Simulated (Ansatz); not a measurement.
# TlCu2S3: relaxing a made-up structure

This structure for TlCu2S3 is made up. Its elements were placed in a known structure type with a cell scaled to their sizes. What cell does the guess relax to, and how far off was it?

Program: Ansatz 0.2.0. Level of theory: DFT, PBEsol, plane-wave PAW, files of the set soft_1, scalar-relativistic, ferromagnetic start, cell and ions relaxed at zero pressure; PAW set soft_1, in the first sound run; inputs show where later runs differ. Results are calculated unless marked as measured.

**1. Set-up**

Symmetry: Cmmm, No. 65, orthorhombic system. The conventional cell has a = 4.684 Å, b = 14.401 Å, c = 4.225 Å, α = 90.00°, β = 90.00°, γ = 90.00°. Nearest to Tl lie 4 S at 3.15 Å. Nearest to Cu lie 4 S at 2.22 to 2.40 Å. Nearest to S lie 3 Cu at 2.37 to 2.40 Å. S has 2 Cu at 2.22 Å and 4 Tl at 3.15 Å nearest. Farther neighbours and most contacts between anions are not listed.

**2. Relaxation of the guess**

The guess takes its coordinates from another compound and its volume from a rule, so the cell and any free coordinates are relaxed together.

The input, input.yaml:

```yaml
crystal:
  lattice:
    - [2.342, -7.2005, 0.0]
    - [2.342, 7.2005, 0.0]
    - [0.0, 0.0, 4.225]
  atoms:
    - { symbol: Tl, position: [0.0, 0.0, 0.5] }
    - { symbol: Cu, position: [0.3457, 0.6543, 0.0], spin: 0.6 }
    - { symbol: Cu, position: [0.6543, 0.3457, 0.0], spin: 0.6 }
    - { symbol: S, position: [0.1793, 0.8207, 0.0] }
    - { symbol: S, position: [0.5, 0.5, 0.0] }
    - { symbol: S, position: [0.8207, 0.1793, 0.0] }
magnetization:
  spin_polarized: true
kpoints:
  mp_grid: { grid: [6, 6, 6] }
scf:
  occupations: { method: fermi_dirac, width: 0.05 }
hamiltonian:
  xc: pbesol
  pseudopotentials: { kind: paw, azcp: { folder: soft_1 }, xc_functional: pbe }
relax:
  f_tol: 0.015
  max_steps: 70
  cell: {}
output:
  forces: true
  stress: true
```

On the command line:

```sh
ansatz run input.yaml --threads 4 --pin off --max-ram 10240MiB --backend cpu --events-out ev --progress --plain --runs-dir out
```

Numbers of over 12 decimals in the logs are rounded to 6 here.

The program printed:

```text
Engine: ansatz 0.2.0, aarch64-unknown-linux-gnu
Pseudopotentials: kind: paw
Pseudopotential: Tl, paw, valence charge 13, recommended cutoff 420 eV (normal), soft_1/Tl.paw.azcp
Pseudopotential: Cu, paw, valence charge 19, recommended cutoff 420 eV (normal), soft_1/Cu.paw.azcp
Pseudopotential: S, paw, valence charge 6, recommended cutoff 420 eV (normal), soft_1/S.paw.azcp
Functional definition: PBEsol
  exchange = pbesol_x
  correlation = pbesol_c
Crystal: 6 atoms, lattice volume = 142.497 Å³
Basis set: ecut = 420 eV, 2761 PW (Γ), exchange–correlation on 108×108×60 points (8 copies of the dense FFT grid, shifted against one another)
Bands: 43, of which v1, the nominal top of the filled ones, is band 35 counted from 1 (34 counted from 0)
Symmetry: 8 space group operations
Space group: Cmmm (ITA 65), of the structure as read, at distance tolerance 5.2e-5 Å
Magnetic group: BNS 65.481 (UNI 579), of the structure as read, at distance tolerance 5.2e-5 Å
k-points: 52 of 216
Non-local potential: Tl, projectors of the file, l = 0: 2, l = 1: 2, l = 2: 2, l = 3: 1
Non-local potential: Cu, projectors of the file, l = 0: 3, l = 1: 2, l = 2: 3, l = 3: 1
Non-local potential: S, projectors of the file, l = 0: 2, l = 1: 2, l = 2: 1
PAW form: soft (Blöchl's): semilocal exchange-correlation on the pseudo side does not see the compensation charge
PAW frozen core: Tl, regenerated for the run's functional, and the local potential with it (the file was generated under x = pbe(κ = 0.804, μ = 0.219515), c = pbe(β = 0.066725))
PAW frozen core: Cu, regenerated for the run's functional, and the local potential with it (the file was generated under x = pbe(κ = 0.804, μ = 0.219515), c = pbe(β = 0.066725))
PAW frozen core: S, regenerated for the run's functional, and the local potential with it (the file was generated under x = pbe(κ = 0.804, μ = 0.219515), c = pbe(β = 0.066725))
PAW one-centre angular grid: Tl, 590 points (default); XC on 64 Gauss nodes
PAW one-centre angular grid: Cu, 590 points (default); XC on 64 Gauss nodes
PAW one-centre angular grid: S, 110 points (default); XC on 64 Gauss nodes
Initial density: superposition of atomic densities (chi_scale 0.1, normalization cell, long waves kept (reshape's long-wave potential 0.26 eV rms))
Starting moments: Σ|m| = 1.2 μB on 2 of 6 sites
Initial wavefunctions: pseudopotential atomic-orbital guess
Functional: x = pbesol(κ = 0.804, μ = 0.123457), c = pbesol(β = 0.046)
SCF iter   1: F=—  HF=-27134.709885 eV  |F-HF|=—  |Δ(HF+E_count)|=         —  Δρ=1.05e-1 (↑1.05e-1 ↓8.02e-2)  dr2=4.24e1  dr2_m=2.67e-1  M=0.660 μB ∫|m|=0.786 μB  β_m=0.30  ethr=3.10e-3  ⟨swp⟩=9.3  Hψ=20621  notcnv=0  defer=1
preconditioner: auto → Kerker (q_TF=auto, 2.418 Å⁻¹)  [metal: Δε(μ)=0.001 eV  Ē_g=9.174 eV  σ=0.050 eV  W_gap=0.00  n_scr=38 (ndim 8)  ℏωp=22.6 eV  f_vac=0.084  D(μ)=4.93/eV (n_scr^D=38)]
spin=Collinear: Kerker preconditioning applied to the charge; magnetization (m = ρ↑ − ρ↓) channel mixes plain (no charge-response kernel on spin).
SCF iter   2: F=—  HF=-27131.767063 eV  |F-HF|=—  |Δ(HF+E_count)|=    2.94e0  Δρ=6.11e-2 (↑1.74e-2 ↓6.11e-2)  dr2=6.05e0  dr2_m=1.02e0  M=0.135 μB ∫|m|=0.214 μB  β_m=0.30  ethr=3.10e-3  ⟨swp⟩=3.5  Hψ=11881  notcnv=0  defer=183
SCF iter   3: F=—  HF=-27130.427698 eV  |F-HF|=—  |Δ(HF+E_count)|=    1.34e0  Δρ=3.02e-2 (↑3.02e-2 ↓1.30e-2)  dr2=3.43e0  dr2_m=4.04e-1  M=0.208 μB ∫|m|=0.295 μB  β_m=0.30  ethr=3.10e-3  ⟨swp⟩=2.3  Hψ=9516  notcnv=0  defer=228
SCF iter   4: F=—  HF=-27129.740140 eV  |F-HF|=—  |Δ(HF+E_count)|=   6.88e-1  Δρ=2.02e-2 (↑1.27e-2 ↓2.02e-2)  dr2=3.70e-1  dr2_m=2.95e-1  M=0.118 μB ∫|m|=0.170 μB  β_m=0.30  ethr=3.10e-3  ⟨swp⟩=3.0  Hψ=8825  notcnv=0  defer=225
SCF iter   5: F=—  HF=-27129.734591 eV  |F-HF|=—  |Δ(HF+E_count)|=   5.55e-3  Δρ=1.79e-2 (↑6.79e-3 ↓1.79e-2)  dr2=2.88e-1  dr2_m=1.77e-1  M=0.085 μB ∫|m|=0.137 μB  β_m=0.30  ethr=5.37e-4  ⟨swp⟩=2.6  Hψ=7041  notcnv=0  defer=211
SCF iter   6: F=—  HF=-27129.731419 eV  |F-HF|=—  |Δ(HF+E_count)|=   3.17e-3  Δρ=1.56e-2 (↑3.58e-3 ↓1.56e-2)  dr2=2.39e-1  dr2_m=1.06e-1  M=0.071 μB ∫|m|=0.106 μB  β_m=0.30  ethr=4.17e-4  ⟨swp⟩=3.1  Hψ=7242  notcnv=0  defer=211
SCF iter   7: F=—  HF=-27129.695550 eV  |F-HF|=—  |Δ(HF+E_count)|=   3.59e-2  Δρ=8.03e-3 (↑8.03e-3 ↓5.99e-3)  dr2=6.61e-2  dr2_m=5.94e-2  M=0.052 μB ∫|m|=0.087 μB  β_m=0.30  ethr=3.46e-4  ⟨swp⟩=2.0  Hψ=5881  notcnv=0  defer=209
Mixer restart at iter 7: flushing history
spin-set hold released at iteration 7 (site moments contracting): the magnetisation degrees of freedom join the quasi-Newton model from the next iteration; the mixer history was flushed
SCF iter   8: F=—  HF=-27129.698911 eV  |F-HF|=—  |Δ(HF+E_count)|=   3.36e-3  Δρ=6.54e-3 (↑6.54e-3 ↓4.02e-3)  dr2=3.38e-2  dr2_m=3.43e-2  M=0.041 μB ∫|m|=0.070 μB  β_m=0.65  ethr=9.58e-5  ⟨swp⟩=1.0  Hψ=4261  notcnv=0  defer=210
SCF iter   9: F=—  HF=-27129.709798 eV  |F-HF|=—  |Δ(HF+E_count)|=   1.09e-2  Δρ=2.50e-3 (↑1.30e-3 ↓2.50e-3)  dr2=1.69e-2  dr2_m=5.23e-4  M=0.008 μB ∫|m|=0.016 μB  β_m=0.59  ethr=4.90e-5  ⟨swp⟩=2.0  Hψ=6678  notcnv=0  defer=210
SCF iter  10: F=—  HF=-27129.709032 eV  |F-HF|=—  |Δ(HF+E_count)|=   7.66e-4  Δρ=2.00e-3 (↑2.00e-3 ↓1.67e-3)  dr2=1.79e-2  dr2_m=4.46e-5  M=0.003 μB ∫|m|=0.008 μB  β_m=0.47  ethr=2.45e-5  ⟨swp⟩=2.0  Hψ=7828  notcnv=0  defer=210
SCF iter  11: F=—  HF=-27129.707025 eV  |F-HF|=—  |Δ(HF+E_count)|=   2.01e-3  Δρ=4.49e-4 (↑4.38e-4 ↓4.49e-4)  dr2=3.58e-3  dr2_m=5.17e-6  M=0.002 μB ∫|m|=0.005 μB  β_m=0.74  ethr=2.45e-5  ⟨swp⟩=1.5  Hψ=4679  notcnv=0  defer=211
SCF iter  12: F=—  HF=-27129.707227 eV  |F-HF|=—  |Δ(HF+E_count)|=   2.03e-4  Δρ=2.48e-4 (↑1.88e-4 ↓2.48e-4)  dr2=1.29e-3  dr2_m=3.97e-6  M=0.001 μB ∫|m|=0.002 μB  β_m=0.84  ethr=5.19e-6  ⟨swp⟩=2.2  Hψ=5791  notcnv=0  defer=210
SCF iter  13: F=—  HF=-27129.707302 eV  |F-HF|=—  |Δ(HF+E_count)|=   7.46e-5  Δρ=2.05e-4 (↑1.41e-4 ↓2.05e-4)  dr2=1.81e-4  dr2_m=1.73e-6  M=-0.001 μB ∫|m|=0.001 μB  β_m=0.92  ethr=1.88e-6  ⟨swp⟩=2.1  Hψ=5715  notcnv=0  defer=209
SCF iter  14: F=—  HF=-27129.707346 eV  |F-HF|=—  |Δ(HF+E_count)|=   4.41e-5  Δρ=6.82e-5 (↑2.97e-5 ↓6.82e-5)  dr2=1.54e-5  dr2_m=1.49e-6  M=-0.000 μB ∫|m|=0.001 μB  β_m=0.87  ethr=2.62e-7  ⟨swp⟩=2.1  Hψ=5865  notcnv=0  defer=209
SCF iter  15: F=—  HF=-27129.707245 eV  |F-HF|=—  |Δ(HF+E_count)|=   1.01e-4  Δρ=1.93e-5 (↑1.93e-5 ↓1.42e-5)  dr2=1.70e-6  dr2_m=2.50e-8  M=-0.000 μB ∫|m|=0.000 μB  β_m=0.94  ethr=2.23e-8  ⟨swp⟩=2.0  Hψ=6861  notcnv=0  defer=209
[...]
relax step   6: F+E_penalty+E_count = -27130.24351543 eV  Δ(F+E_penalty+E_count) = -1.095e-4 eV  max|allowed force component| = 1.257e-2 eV/Å  Δτ_max = 0.0034 Å  P = +0.023 GPa  Ω = 129.884 Å³  energy of the carried Pulay correction = +2.632e-3 eV  (8 SCF iters, dr2 threshold 1.96e-8 eV, accepted)
[...]
relax step   7: F+E_penalty+E_count = -27130.24350854 eV  Δ(F+E_penalty+E_count) = +6.890e-6 eV  max|allowed force component| = 7.615e-3 eV/Å  Δτ_max = 0.0009 Å  P = +0.006 GPa  Ω = 130.136 Å³  energy of the carried Pulay correction = +2.576e-3 eV  (11 SCF iters, accepted)
Basis set: ecut = 420 eV, 2541 PW (Γ), exchange–correlation on 100×100×60 points (8 copies of the dense FFT grid, shifted against one another)
Initial wavefunctions: pseudopotential atomic-orbital guess (no wavefunctions were taken with the density)
iter 1 solved again at ethr=1.11e-6 eV; its pass at ethr=3.10e-3 eV (dr2=7.68e-4 eV) is discarded
SCF iter   1: F=—  HF=-27130.240819 eV  |F-HF|=—  |Δ(HF+E_count)|=         —  Δρ=4.90e-5 (↑4.90e-5 ↓4.90e-5)  dr2=2.66e-6  dr2_m=8.64e-14  M=0.000 μB ∫|m|=0.000 μB  β_m=0.30  ethr=1.11e-6  ⟨swp⟩=3.0  Hψ=32121  notcnv=0
eigensolver tolerance schedule: the retry pair's looser diagonalisation over-reported the residual by 288.15 of it (diagonalisation noise at 0.12 of the residual, at the tolerance the schedule requests for it); recorded, not acted on — ethr = c·dr2/N_el stays at c = 1.0e-1
preconditioner: auto → Kerker (q_TF=auto, 2.455 Å⁻¹)  [metal: Δε(μ)=0.026 eV  Ē_g=9.905 eV  σ=0.050 eV  W_gap=0.13  n_scr=30 (ndim 8)  ℏωp=23.7 eV  f_vac=0.097  D(μ)=2.23/eV (n_scr^D=12)]
spin=Collinear: Kerker preconditioning applied to the charge; magnetization (m = ρ↑ − ρ↓) channel mixes plain (no charge-response kernel on spin).
SCF iter   2: F=—  HF=-27130.240832 eV  |F-HF|=—  |Δ(HF+E_count)|=   1.28e-5  Δρ=1.11e-4 (↑1.11e-4 ↓1.11e-4)  dr2=3.74e-5  dr2_m=2.19e-14  M=0.000 μB ∫|m|=0.000 μB  β_m=0.53  ethr=3.85e-9  ⟨swp⟩=3.0  Hψ=8682  notcnv=0
SCF iter   3: F=—  HF=-27130.240835 eV  |F-HF|=—  |Δ(HF+E_count)|=   2.95e-6  Δρ=2.11e-5 (↑2.11e-5 ↓2.11e-5)  dr2=9.65e-7  dr2_m=1.35e-14  M=0.000 μB ∫|m|=0.000 μB  β_m=0.74  ethr=3.85e-9  ⟨swp⟩=2.0  Hψ=8086  notcnv=0
SCF iter   4: F=—  HF=-27130.240832 eV  |F-HF|=—  |Δ(HF+E_count)|=   2.90e-6  Δρ=1.18e-5 (↑1.18e-5 ↓1.18e-5)  dr2=2.62e-7  dr2_m=1.03e-14  M=-0.000 μB ∫|m|=0.000 μB  β_m=0.85  ethr=1.40e-9  ⟨swp⟩=2.0  Hψ=8074  notcnv=0
SCF iter   5: F=—  HF=-27130.240833 eV  |F-HF|=—  |Δ(HF+E_count)|=   5.11e-7  Δρ=1.72e-6 (↑1.72e-6 ↓1.72e-6)  dr2=1.52e-8  dr2_m=6.34e-15  M=0.000 μB ∫|m|=0.000 μB  β_m=0.92  ethr=3.79e-10  ⟨swp⟩=2.0  Hψ=6364  notcnv=0
SCF iter   6: F=—  HF=-27130.240833 eV  |F-HF|=—  |Δ(HF+E_count)|=   1.10e-8  Δρ=5.89e-7 (↑5.88e-7 ↓5.89e-7)  dr2=3.07e-9  dr2_m=9.77e-16  M=0.000 μB ∫|m|=0.000 μB  β_m=0.95  ethr=2.20e-11  ⟨swp⟩=2.0  Hψ=7142  notcnv=0
SCF iter   7: F=—  HF=-27130.240833 eV  |F-HF|=—  |Δ(HF+E_count)|=  1.56e-10  Δρ=2.52e-7 (↑2.52e-7 ↓2.52e-7)  dr2=8.22e-10  dr2_m=2.30e-16  M=0.000 μB ∫|m|=0.000 μB  β_m=0.98  ethr=4.45e-12  ⟨swp⟩=1.1  Hψ=4478  notcnv=0
SCF iter   8: F=—  HF=-27130.240833 eV  |F-HF|=—  |Δ(HF+E_count)|=  2.62e-10  Δρ=7.60e-8 (↑7.60e-8 ↓7.59e-8)  dr2=1.25e-10  dr2_m=3.23e-16  M=0.000 μB ∫|m|=0.000 μB  β_m=0.99  ethr=1.19e-12  ⟨swp⟩=2.1  Hψ=6442  notcnv=0
SCF iter   9: F=-27130.240833 eV  HF=-27130.240833 eV  |F-HF|=2.55e-11  |Δ(HF+E_count)|=  2.55e-11  Δρ=4.24e-8 (↑4.23e-8 ↓4.24e-8)  dr2=3.81e-11  dr2_m=1.86e-17  M=-0.000 μB ∫|m|=0.000 μB  ethr=1.00e-12  ⟨swp⟩=4.0  Hψ=13882  notcnv=0
the starting moments were not kept: the SCF closed with an absolute magnetisation of 3.0e-9 μB, where they sum to 1.2 μB in size (2 sites). That is at most 0.1 of that sum. Measured as dr2_m measures the in/out step, that magnetisation stands 7.5e-19 eV from none, at or under the dr2_threshold of 6.0e-11 eV: it is no larger than a step whose dr2_m would equal this threshold.
SCF 8 converged in 9 iterations: F = -27130.240833 eV  dr2 = 3.81e-11
relax step   8: F+E_penalty+E_count = -27130.24083263 eV  Δ(F+E_penalty+E_count) = +2.676e-3 eV  max|allowed force component| = 7.659e-3 eV/Å  Δτ_max = 0.0000 Å  P = +0.006 GPa  Ω = 130.136 Å³  stress off target by 9.21e-3 GPa  SCF on the basis re-selected at this cell (its energy is not comparable with the rows above)  (9 SCF iters)
basis re-selected at this cell: Δ(F+E_penalty+E_count) = +2.676e-3 eV, ΔP = -0.000 GPa vs the last step (what re-selecting the basis moved, of the pressure what is left beyond the Pulay correction that the steps carried, after the strain that the cell walked since its last selection, with what the two solves' SCF thresholds leave and, on support functions, any second-order correction that the steps lacked; it is no measure of the basis error at this ecutwfc). The dense FFT grid was sized anew with the basis: this SCF ran on 50×50×30 points, the steps before it on 54×54×30, so part of this shift can come from that change (see relax.cell in the input reference). [rest of the remark cut]
SCF converged after 9 iterations
Magnetization: -0.0000 μB (34.5000 up, 34.5000 down)
Absolute magnetization: 0.0000 μB (∫|ρ↑−ρ↓|, with the PAW one-centre terms)
Spin contamination: 0.0000 ħ² per cell (⟨S²⟩ above its minimum at these occupations)
Per-site moments (μB) at R_I (Å): [(-2.497956593438759e-10, 1.259136), (1.202002145008364e-10, 0.901128), (1.2020010100487006e-10, 0.901128), (-6.704062021768927e-11, 0.901128), (-7.746259620500733e-10, 0.904783), (-6.704073496507071e-11, 0.901128)]
Free energy (F): -27130.240833 eV
Harris-Foulkes:  -27130.240833 eV  (|F-HF|=2.55e-11)
Internal energy: -27130.222687 eV  (E = F + TS)
E sigma→0 (E₀):  -27130.231760 eV
Entropy (-TS):   -0.018145 eV (-3.024 meV/atom)
Fermi energy:    6.879570 eV
--- Per-component energies (eV) ---
  E_band       = -1109.696371
  E_kinetic    = 1103.796330
  E_local      = -14373.103835  (includes V_loc(G=0)·N_el)
  E_nonlocal   = 2203.467297
  E_hartree    = 6123.023054
  E_xc         = -584.046574
  E_vxc        = -546.622500  (∫ρ·V_xc dr)
  E_paw        = -15368.837258  (= ΣΔE_a)
  E_vpaw       = -1743.281480  (= ΣTr[D̂ρ^β])
  E_aug_tail   = 0.001937  (compensation charges beyond the density's cutoff)
  E_ewald      = -6235.160225
  E_core_change = 0.636586  (= ΣΔE_core)
  E_smearing   = -0.018145  (= −TS)
  E_closure    = 0.000000  (closes the sum)
  Σ components = -27130.240833   (vs F -27130.240833, Δ=0.00e0)
--- Forces (eV/Å), atoms counted from 1 ---
  atom   1  Tl     0.00000000     0.00000000     0.00000000
  atom   2  Cu    -0.00000000    -0.00765877     0.00000000
  atom   3  Cu     0.00000000     0.00765877     0.00000000
  atom   4  S      0.00000000     0.00448860     0.00000000
  atom   5  S      0.00000000    -0.00000000     0.00000000
  atom   6  S     -0.00000000    -0.00448860     0.00000000
  max |Σ_I F_I| component: 1.18e-29 eV/Å
--- Stress (GPa, compression-positive) ---
        0.003534      -0.000000      -0.000000
       -0.000000       0.009215      -0.000000
       -0.000000      -0.000000       0.003976
  P = ⅓ Tr σ = 0.0056 GPa (0.056 kbar)
--- Relaxed structure (7 steps of the walk, 7 accepted, 1 SCFs on fresh bases) ---
  F+E_penalty+E_count = -27130.24083263 eV   max|allowed force component| = 7.659e-3 eV/Å   (the final SCF, on the basis selected at the relaxed cell)
  cell:  # Å, volume = 130.1364 Å³
    - [2.225113, -6.997265, 0.0]
    - [2.225113, 6.997265, 0.0]
    - [0.0, 0.0, 4.179155]
  atoms:
    - { symbol: Tl, position: [1.5935661401483587e-19, -1.5935661401483587e-19, 0.5] }
    - { symbol: Cu, position: [0.343266, 0.656734, 0.0] }
    - { symbol: Cu, position: [0.656734, 0.343266, 0.0] }
    - { symbol: S, position: [0.187166, 0.812834, 0.0] }
    - { symbol: S, position: [0.5, 0.5, 0.0] }
    - { symbol: S, position: [0.812834, 0.187166, 0.0] }
```

Elapsed: 2 min, on 4 threads of Arm Neoverse N1, shared host; peak memory 0.81 GiB.

Step by step:

```
step  energy less that of the first step (eV)  largest force component (eV/Å)  pressure (GPa)  volume (Å³)
   1                                   0.0000                          1.1371           -6.34       142.50
   2                                  -0.4434                          0.6168           -2.89       132.98
   3                                  -0.5015                          0.5788            1.71       126.51
   4                                  -0.5346                          0.1005           -0.15       129.10
   5                                  -0.5362                          0.0134            0.05       129.44
   6                                  -0.5363                          0.0126            0.02       129.88
   7                                  -0.5363                          0.0076            0.01       130.14
  8*                                  -0.5336                          0.0077            0.01       130.14
```

Relaxation steps marked * repeat the geometry before them on a plane-wave basis chosen anew for their cell, so energy and pressure can jump there.

Forces are held to the 8 operations that the run works with; a distortion that breaks them can't arise in this run.

```
conventional cell, symmetrised  before   after  change
                         a (Å)   4.684   4.450  -5.0 %
                         b (Å)  14.401  13.995  -2.8 %
                         c (Å)   4.225   4.179  -1.1 %
              volume (Å³/atom)   23.75   21.69  -8.7 %
```

The atoms that moved most (Å, as changes of fractional coordinates times the final cell):

```
atom     dx      dy     dz  length
  S4  0.000  -0.110  0.000   0.110
  S6  0.000   0.110  0.000   0.110
 Cu3  0.000  -0.034  0.000   0.034
 Cu2  0.000   0.034  0.000   0.034
```

The relaxed structure:

```xyz
6
Lattice="2.2251 -6.9973 0.0000 2.2251 6.9973 0.0000 0.0000 0.0000 4.1792" Properties=species:S:1:pos:R:3 pbc="T T T"
Tl    0.0000    0.0000    2.0896
Cu    2.2251    2.1934    0.0000
Cu    2.2251   -2.1934    0.0000
S     2.2251    4.3780    0.0000
S     2.2251    0.0000    0.0000
S     2.2251   -4.3780    0.0000
```

This step gave:

| Item | Value |
| --- | --- |
| free energy | -27130.2408 eV |
| energy at zero smearing | -27130.2318 eV |
| smearing term TS | 0.01815 eV |
| Fermi energy | 6.880 eV |
| electrons | 69 |
| symmetry operations | 8 |
| pressure | 0.005575 GPa |

The shortest distance of each pair, which need not be the same contact before and after:

```
 pair  guess (Å)  relaxed (Å)
 Cu–S      2.222        2.185
  S–S      3.103        2.836
 S–Tl      3.154        3.052
Cu–Cu      3.617        3.430
Cu–Tl      3.858        3.759
```

The relaxation ends with a largest force component of 0.0077 eV/Å and a pressure of 0.01 GPa. No moment survives the cycle: this start ends non-magnetic.

(Continued in part 2 of 2.)

[Logs are printed without paths, hosts, clocks, repeated set-up lines and the standing remarks that a program may print on its own settings, such as how far it seeks lower states.]

[Hosts, paths, dates, database ids (printed as entryN), source tags and the programs' standing remarks are cut or masked in the printed files.]
